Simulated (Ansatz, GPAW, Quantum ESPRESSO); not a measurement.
# The valence band of CoSi2 as photoemission sees it, part 4 of 7

Wanted: projected DOS of CoSi2, weighted into photoemission and X-ray emission spectra, at several levels of theory.

Ansatz 0.2.0, Quantum ESPRESSO 7.5 and GPAW 26.7.0; DFT, PBE, plane-wave PAW, default files, scalar-relativistic (the session's first sound run).

So far. Step 4 (A coarser DOS mesh): No moment survives the cycle: this start ends non-magnetic. Step 5 (The same cell in Quantum ESPRESSO): The run ends at a pressure of 0.31 GPa.

The database entry behind the starting cell differs from later determinations by our own check (0.1 to 0.3 % short, probably kX units), so it need not match the best structure at ambient conditions.

## Step 6: Quantum ESPRESSO: denser mesh

Level of this step: DFT, PBE, plane waves, ultrasoft GBRV pseudopotentials, scalar-relativistic (Quantum ESPRESSO).

The levels for the density of states are solved on the fixed potential, without another SCF cycle.

File nscf.in:

```
&control
  calculation = 'nscf'
  prefix = 'pes'
  outdir = './tmp'
  pseudo_dir = './pp'
  verbosity = 'high'
/
&system
  ibrav = 0
  nat = 3
  ntyp = 2
  ecutwfc = 40.0
  ecutrho = 200.0
  occupations = 'smearing'
  nbnd = 23
  smearing = 'fd'
  degauss = 0.00367
  nspin = 2
  starting_magnetization(1) = 0.118
/
&electrons
  conv_thr = 3e-09
  mixing_beta = 0.3
  electron_maxstep = 120
  diago_full_acc = .true.
/
ATOMIC_SPECIES
Co 58.9332 co_pbe_v1.2.uspp.F.UPF
Si 28.0850 si_pbe_v1.uspp.F.UPF
CELL_PARAMETERS angstrom
 0.000000000 2.678000000 2.678000000
 2.678000000 0.000000000 2.678000000
 2.678000000 2.678000000 0.000000000
ATOMIC_POSITIONS crystal
Co 0.000000000 0.000000000 0.000000000
Si 0.750000000 0.750000000 0.750000000
Si 0.250000000 0.250000000 0.250000000
K_POINTS automatic
18 18 18 0 0 0
```

Launch:

```console
> OMP_NUM_THREADS=1 mpirun -n 2 pw.x -nk 2 -in nscf.in > nscf.out
```

What it wrote:

```text
[banner, memory and clock lines left out]
Program PWSCF v.7.5 starts

          URL

     Atomic positions and unit cell read from directory:
     ./tmp/pes.save/

     Message from routine setup:
     using ibrav=0 with symmetry is DISCOURAGED, use correct ibrav instead

     G-vector sticks info

     bravais-lattice index     =            0
     lattice parameter (alat)  =       7.1569  a.u.
     unit-cell volume          =     259.2139 (a.u.)^3
     number of atoms/cell      =            3
     number of atomic types    =            2
     number of electrons       =        25.00
     number of Kohn-Sham states=           23
     kinetic-energy cutoff     =      40.0000  Ry
     charge density cutoff     =     200.0000  Ry
     Exchange-correlation= SLA  PW   PBE  PBE
                           (   1   4   3   4   0   0   0)

     celldm(1)=   7.156892  celldm(2)=   0.000000  celldm(3)=   0.000000
     celldm(4)=   0.000000  celldm(5)=   0.000000  celldm(6)=   0.000000

     crystal axes: (cart. coord. in units of alat)
               a(1) = (   0.000000   0.707107   0.707107 )
               a(2) = (   0.707107   0.000000   0.707107 )
               a(3) = (   0.707107   0.707107   0.000000 )

     reciprocal axes: (cart. coord. in units 2 pi/alat)
               b(1) = ( -0.707107  0.707107  0.707107 )
               b(2) = (  0.707107 -0.707107  0.707107 )
               b(3) = (  0.707107  0.707107 -0.707107 )

     PseudoPot. # 1 for Co read from file:
     ./pp/co_pbe_v1.2.uspp.F.UPF
     Pseudo is Ultrasoft + core correction, Zval = 17.0
     Generated by new atomic code, or converted to UPF format
     Using radial grid of  863 points,  6 beta functions with:
                l(1) =   0
                l(2) =   0
                l(3) =   1
                l(4) =   1
                l(5) =   2
                l(6) =   2
     Q(r) pseudized with  8 coefficients,  rinner =    1.200   1.200   1.200
                                                       1.200   1.200

     PseudoPot. # 2 for Si read from file:
     ./pp/si_pbe_v1.uspp.F.UPF
     Pseudo is Ultrasoft + core correction, Zval =  4.0
     Generated by new atomic code, or converted to UPF format
     Using radial grid of  899 points,  6 beta functions with:
                l(1) =   0
                l(2) =   0
                l(3) =   1
                l(4) =   1
                l(5) =   2
                l(6) =   2
     Q(r) pseudized with  8 coefficients,  rinner =    0.900   0.900   0.900
                                                       0.900   0.900

     atomic species   valence    mass     pseudopotential
     Co               17.00    58.93320     Co( 1.00)
     Si                4.00    28.08500     Si( 1.00)

     Starting magnetic structure
     atomic species   magnetization
     Co              0.118
     Si              0.000

     48 Sym. Ops., with inversion, found

                                    s                        frac. trans.

      isym =  1     identity

 cryst.   s( 1) = (     1          0          0      )
                  (     0          1          0      )
                  (     0          0          1      )

 cart.    s( 1) = (  1.0000000 -0.0000000  0.0000000 )
                  ( -0.0000000  1.0000000  0.0000000 )
                  ( -0.0000000  0.0000000  1.0000000 )

      isym =  2     180 deg rotation - cart. axis [0,0,1]

 cryst.   s( 2) = (     0          1         -1      )
                  (     1          0         -1      )
                  (     0          0         -1      )

 cart.    s( 2) = ( -1.0000000  0.0000000  0.0000000 )
                  (  0.0000000 -1.0000000  0.0000000 )
                  (  0.0000000 -0.0000000  1.0000000 )

      isym =  3     180 deg rotation - cart. axis [0,1,0]

 cryst.   s( 3) = (     0         -1          1      )
                  (     0         -1          0      )
                  (     1         -1          0      )

 cart.    s( 3) = ( -1.0000000 -0.0000000 -0.0000000 )
                  (  0.0000000  1.0000000 -0.0000000 )
                  (  0.0000000  0.0000000 -1.0000000 )

      isym =  4     180 deg rotation - cart. axis [1,0,0]

 cryst.   s( 4) = (    -1          0          0      )
                  (    -1          0          1      )
                  (    -1          1          0      )

 cart.    s( 4) = (  1.0000000  0.0000000 -0.0000000 )
                  ( -0.0000000 -1.0000000 -0.0000000 )
                  ( -0.0000000 -0.0000000 -1.0000000 )

      isym =  5     180 deg rotation - cart. axis [1,1,0]

 cryst.   s( 5) = (    -1          0          1      )
[...]
cart.    s( 5) = ( -0.0000000  1.0000000 -0.0000000 )
[...]
isym =  6     180 deg rotation - cart. axis [1,-1,0]

 cryst.   s( 6) = (     0         -1          0      )
[...]
cart.    s( 6) = (  0.0000000 -1.0000000 -0.0000000 )
[...]
isym =  7      90 deg rotation - cart. axis [0,0,-1]

 cryst.   s( 7) = (     0          1          0      )
[...]
cart.    s( 7) = (  0.0000000  1.0000000  0.0000000 )
[...]
isym =  8      90 deg rotation - cart. axis [0,0,1]

 cryst.   s( 8) = (     1          0         -1      )
[...]
cart.    s( 8) = ( -0.0000000 -1.0000000  0.0000000 )
[...]
isym =  9     180 deg rotation - cart. axis [1,0,1]

 cryst.   s( 9) = (    -1          1          0      )
[...]
cart.    s( 9) = (  0.0000000  0.0000000  1.0000000 )
[...]
isym = 10     180 deg rotation - cart. axis [-1,0,1]

 cryst.   s(10) = (     0          0         -1      )
[...]
cart.    s(10) = ( -0.0000000  0.0000000 -1.0000000 )
[...]
isym = 11      90 deg rotation - cart. axis [0,1,0]

 cryst.   s(11) = (     0          0          1      )
[...]
cart.    s(11) = ( -0.0000000 -0.0000000  1.0000000 )
[...]
isym = 12      90 deg rotation - cart. axis [0,-1,0]

 cryst.   s(12) = (     1         -1          0      )
[...]
cart.    s(12) = (  0.0000000 -0.0000000 -1.0000000 )
[...]
isym = 13     180 deg rotation - cart. axis [0,1,1]

 cryst.   s(13) = (     1          0          0      )
[...]
cart.    s(13) = ( -1.0000000  0.0000000 -0.0000000 )
[...]
isym = 14     180 deg rotation - cart. axis [0,1,-1]

 cryst.   s(14) = (    -1          0          0      )
[...]
cart.    s(14) = ( -1.0000000 -0.0000000  0.0000000 )
[...]
-81.9907 -45.3125 -45.3124 -45.3124  -0.3007   8.5871   8.7239   8.7239
    10.8641  10.8641  13.5982  15.2271  15.7204  15.7204  16.7483  16.7483
    17.2532  18.2740  18.2740  18.3593  21.3075  21.3075  23.5319

     occupation numbers
     1.0000   1.0000   1.0000   1.0000   1.0000   1.0000   1.0000   1.0000
     1.0000   1.0000   0.0000   0.0000   0.0000   0.0000   0.0000   0.0000
     0.0000   0.0000   0.0000   0.0000   0.0000   0.0000   0.0000

          k = 0.0786 0.0786-0.0786 (  1106 PWs)   bands (ev):

   -81.9907 -45.3127 -45.3124 -45.3124  -0.1602   8.2501   8.7731   8.7731
    10.8251  10.8251  13.5634  14.5263  15.2304  15.2304  17.1837  17.1837
    18.0370  18.0370  18.1126  18.2341  22.0443  22.0443  24.1456

     occupation numbers
     1.0000   1.0000   1.0000   1.0000   1.0000   1.0000   1.0000   1.0000
     1.0000   1.0000   0.0000   0.0000   0.0000   0.0000   0.0000   0.0000
     0.0000   0.0000   0.0000   0.0000   0.0000   0.0000   0.0000

          k = 0.1179 0.1179-0.1179 (  1104 PWs)   bands (ev):

   -81.9907 -45.3130 -45.3125 -45.3125   0.0727   7.7428   8.8487   8.8487
    10.7768  10.7768  12.9707  14.5746  14.7391  14.7391  17.1280  17.1280
    17.8186  18.3587  18.3587  19.0991  22.9975  22.9975  25.1094

     occupation numbers
     1.0000   1.0000   1.0000   1.0000   1.0000   1.0000   1.0000   1.0000
     1.0000   1.0000   0.0224   0.0000   0.0000   0.0000   0.0000   0.0000
     0.0000   0.0000   0.0000   0.0000   0.0000   0.0000   0.0000

          k = 0.1571 0.1571-0.1571 (  1104 PWs)   bands (ev):

[...]
17.5200  19.0561  19.0561  19.8999  24.0749  24.0749  26.3353

     occupation numbers
[...]
0.0000   0.0000   0.0000   0.0000   0.0000   0.0000   0.0000

          k = 0.1964 0.1964-0.1964 (  1095 PWs)   bands (ev):

[...]
17.2863  19.8765  19.8765  20.6824  25.2260  25.2260  27.6137

     occupation numbers
[...]
0.0000   0.0000   0.0000   0.0000   0.0000   0.0000   0.0000

          k = 0.2357 0.2357-0.2357 (  1089 PWs)   bands (ev):

[...]
17.1563  20.7733  20.7733  21.5004  26.3461  26.3461  27.9353

     occupation numbers
[...]
0.0000   0.0000   0.0000   0.0000   0.0000   0.0000   0.0000

          k = 0.2750 0.2750-0.2750 (  1113 PWs)   bands (ev):

[...]
17.1235  21.7168  21.7168  22.3806  26.6260  26.6260  27.0257

     occupation numbers
[...]
0.0000   0.0000   0.0000   0.0000   0.0000   0.0000   0.0000

          k = 0.3143 0.3143-0.3143 (  1113 PWs)   bands (ev):

[...]
occupation numbers
[...]
k =-0.3536-0.3536 0.3536 (  1104 PWs)   bands (ev):

[...]
occupation numbers
[...]
k = 0.0786 0.0000-0.0000 (  1099 PWs)   bands (ev):

[...]
occupation numbers
[...]
k = 0.1179 0.0393-0.0393 (  1109 PWs)   bands (ev):

[...]
occupation numbers
[...]
k = 0.1571 0.0786-0.0786 (  1111 PWs)   bands (ev):

[...]
occupation numbers
[...]
k = 0.1964 0.1179-0.1179 (  1106 PWs)   bands (ev):

[...]
occupation numbers
[...]
k = 0.2357 0.1571-0.1571 (  1102 PWs)   bands (ev):

[...]
occupation numbers
[...]
k = 0.2750 0.1964-0.1964 (  1104 PWs)   bands (ev):

[...]
occupation numbers
[...]
k = 0.3143 0.2357-0.2357 (  1114 PWs)   bands (ev):

[...]
k = 0.3536 0.2750-0.2750 (  1113 PWs)   bands (ev):

[...]
k =-0.3143-0.3928 0.3928 (  1106 PWs)   bands (ev):

[...]
k =-0.2750-0.3536 0.3536 (  1111 PWs)   bands (ev):

[...]
k =-0.2357-0.3143 0.3143 (  1114 PWs)   bands (ev):

[...]
k =-0.1964-0.2750 0.2750 (  1114 PWs)   bands (ev):

[...]
k =-0.1571-0.2357 0.2357 (  1102 PWs)   bands (ev):

[...]
k =-0.1179-0.1964 0.1964 (  1106 PWs)   bands (ev):

[...]
k =-0.0786-0.1571 0.1571 (  1109 PWs)   bands (ev):

[...]
k =-0.0393-0.1179 0.1179 (  1111 PWs)   bands (ev):

[...]
k =-0.0000-0.0786 0.0786 (  1103 PWs)   bands (ev):

[...]
k =-0.2750-0.4321 0.4321 (  1111 PWs)   bands (ev):

[...]
k =-0.2357-0.3928 0.3928 (  1100 PWs)   bands (ev):

[...]
k =-0.1964-0.3536 0.3536 (  1113 PWs)   bands (ev):

[...]
k =-0.1571-0.3143 0.3143 (  1111 PWs)   bands (ev):

[...]
k =-0.1179-0.2750 0.2750 (  1104 PWs)   bands (ev):

[...]
k =-0.0786-0.2357 0.2357 (  1107 PWs)   bands (ev):

[...]
1.0000   1.00
[... cut ...]
59   7.1097   8.9405   8.9405
[...]
k = 0.1571 0.0000-0.0000 (  1110 PWs)   bands (ev):

[...]
k = 0.1964 0.0393-0.0393 (  1111 PWs)   bands (ev):

[...]
k = 0.2357 0.0786-0.0786 (  1107 PWs)   bands (ev):

[...]
k = 0.2750 0.1179-0.1179 (  1109 PWs)   bands (ev):

[...]
k = 0.3143 0.1571-0.1571 (  1105 PWs)   bands (ev):

[...]
k = 0.3536 0.1964-0.1964 (  1109 PWs)   bands (ev):

[...]
k = 0.3928 0.2357-0.2357 (  1113 PWs)   bands (ev):

[...]
k =-0.2750-0.4321 0.4321 (  1111 PWs)   bands (ev):

[...]
occupation numbers
[...]
k =-0.2357-0.3928 0.3928 (  1100 PWs)   bands (ev):

[...]
occupation numbers
[...]
k =-0.1964-0.3536 0.3536 (  1113 PWs)   bands (ev):

[...]
occupation numbers
[...]
k =-0.1571-0.3143 0.3143 (  1111 PWs)   bands (ev):

[...]
occupation numbers
[...]
k =-0.1179-0.2750 0.2750 (  1104 PWs)   bands (ev):

[...]
occupation numbers
[...]
0.0000   0.0000   0.0000   0.0000   0.0000   0.0000   0.0000

          k =-0.0786-0.2357 0.2357 (  1107 PWs)   bands (ev):

[...]
18.7903  18.8733  19.5551  21.9528  23.3429  26.2830  27.3141

     occupation numbers
[...]
0.0000   0.0000   0.0000   0.0000   0.0000   0.0000   0.0000

          k =-0.0393-0.1964 0.1964 (  1105 PWs)   bands (ev):

[...]
18.1509  18.8849  19.1491  20.9263  22.5021  25.0950  26.4011

     occupation numbers
     1.0000   1.0000   1.0000   1.0000   1.0000   1.0000   1.0000   1.0000
     1.0000   1.0000   0.9998   0.0074   0.0000   0.0000   0.0000   0.0000
     0.0000   0.0000   0.0000   0.0000   0.0000   0.0000   0.0000

          k =-0.0000-0.1571 0.1571 (  1113 PWs)   bands (ev):

   -81.9907 -45.3130 -45.3126 -45.3125   0.1502   7.7202   8.6620   8.9636
    10.6062  10.8884  13.1462  13.2933  15.0446  15.4835  16.3343  16.9954
    17.7909  18.5237  18.9628  19.8816  21.9842  23.9777  25.3723

     occupation numbers
     1.0000   1.0000   1.0000   1.0000   1.0000   1.0000   1.0000   1.0000
     1.0000   1.0000   0.0007   0.0000   0.0000   0.0000   0.0000   0.0000
     0.0000   0.0000   0.0000   0.0000   0.0000   0.0000   0.0000

          k = 0.2357 0.0000-0.0000 (  1114 PWs)   bands (ev):

   -81.9907 -45.3130 -45.3126 -45.3126   0.2127   7.8887   8.7376   8.7376
    10.3143  11.0164  13.5320  13.5320  14.0139  14.1303  16.4863  17.4681
    19.0326  19.0326  19.7938  19.7938  21.0622  23.8173  25.5607

     occupation
```

Run time: 77 s. Hardware: 2 MPI ranks of Arm Neoverse V1, shared host; 2.6 min of CPU time.

Numbers from this step:

- Fermi energy: 12.78 eV

(Part 4 of 7 ends here.)

[Logs are printed without paths, hosts, clocks, repeated set-up lines and the standing remarks that a program may print on its own settings, such as how far it seeks lower states.]

[Hosts, paths, dates, database ids (printed as entryN), source tags and the programs' standing remarks are cut or masked in the printed files.]

[Maps of the electrostatic potential energy from Ansatz leave out the sawtooth potential of an applied field or a dipole correction, so their vacuum need not be flat; work functions include it.]

[Peak lists hold at most the 14 tallest peaks of each spectrum; further lines can be left out.]
